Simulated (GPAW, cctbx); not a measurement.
# What do these deviations say about the bonding?

Mg2ScTi2, P4/mmm (no. 123), a = 4.0408 Å, b = 4.0408 Å, c = 6.5801 Å, α = 90.00°, β = 90.00°, γ = 90.00°.

| atom | mult. | x | y | z |
| --- | --- | --- | --- | --- |
| Ti1 | 2 | 1/2 | 1/2 | 0.8236 |
| Sc1 | 1 | 0 | 0 | 0 |
| Mg1 | 2 | 1/2 | 0 | 1/2 |

The start was made by putting kin elements into a known structure type; the compound need not exist, or be stable, in this form.

Absolute values of the static structure factors of the conventional cell from DFT (PBE, GPAW) against free spherical atoms, in electrons:

```
hkl  d (Å)  free atoms  crystal
001  6.580       15.40    15.70
100  4.041       19.58    19.95
101  3.443        0.92     0.85
002  3.290       14.43    14.56
110  2.857       31.20    31.23
111  2.621       47.62    47.37
102  2.551       34.61    34.30
003  2.193       32.18    31.45
112  2.157       20.48    20.32
200  2.020       59.15    59.23
```

**Question.** Which way does charge move, and which reflections show it best?

Project each element's phase sum on the total phase. At low angle |F| should rise if density moves to atoms that scatter in phase and fall if it moves to atoms that scatter against it.

| hkl | Ti in phase | Sc in phase | Mg in phase | change (e) | (%) |
| --- | --- | --- | --- | --- | --- |
| 001 | +0.9 | +1.0 | -2.0 | +0.29 | +1.9 |
| 100 | +2.0 | -1.0 | 0.0 | +0.37 | +1.9 |
| 101 | -0.9 | +1.0 | 0.0 | -0.07 | -7.7 |
| 002 | -1.2 | +1.0 | +2.0 | +0.13 | +0.9 |
| 110 | +2.0 | +1.0 | -2.0 | +0.03 | +0.1 |
| 111 | +0.9 | +1.0 | +2.0 | -0.26 | -0.5 |
| 102 | +1.2 | +1.0 | 0.0 | -0.30 | -0.9 |
| 003 | +2.0 | -1.0 | +2.0 | -0.74 | -2.3 |

Low-angle reflections that set elements apart and change by more than 0.05 e: 001, 100, 101, 002, 102 and 003. The real-space density gives Voronoi charges Ti -0.12, Sc +0.09, Mg +0.07 e. The signs that these charges predict hold for 001, 100 and 101 and fail for 002, 102 and 003, so the simple rule can't give the direction here. The reflections see the density near the nuclei and the atoms' change of size and shape; Voronoi cells count what crosses the midplanes.

[Outputs are excerpts: Python notices, other lines and further rows are left out; steps that failed or that the build refused (PBEsol, TPSS) are not shown.]

[Logs are printed without paths, hosts, clocks, repeated set-up lines and the standing remarks that a program may print on its own settings, such as how far it seeks lower states.]
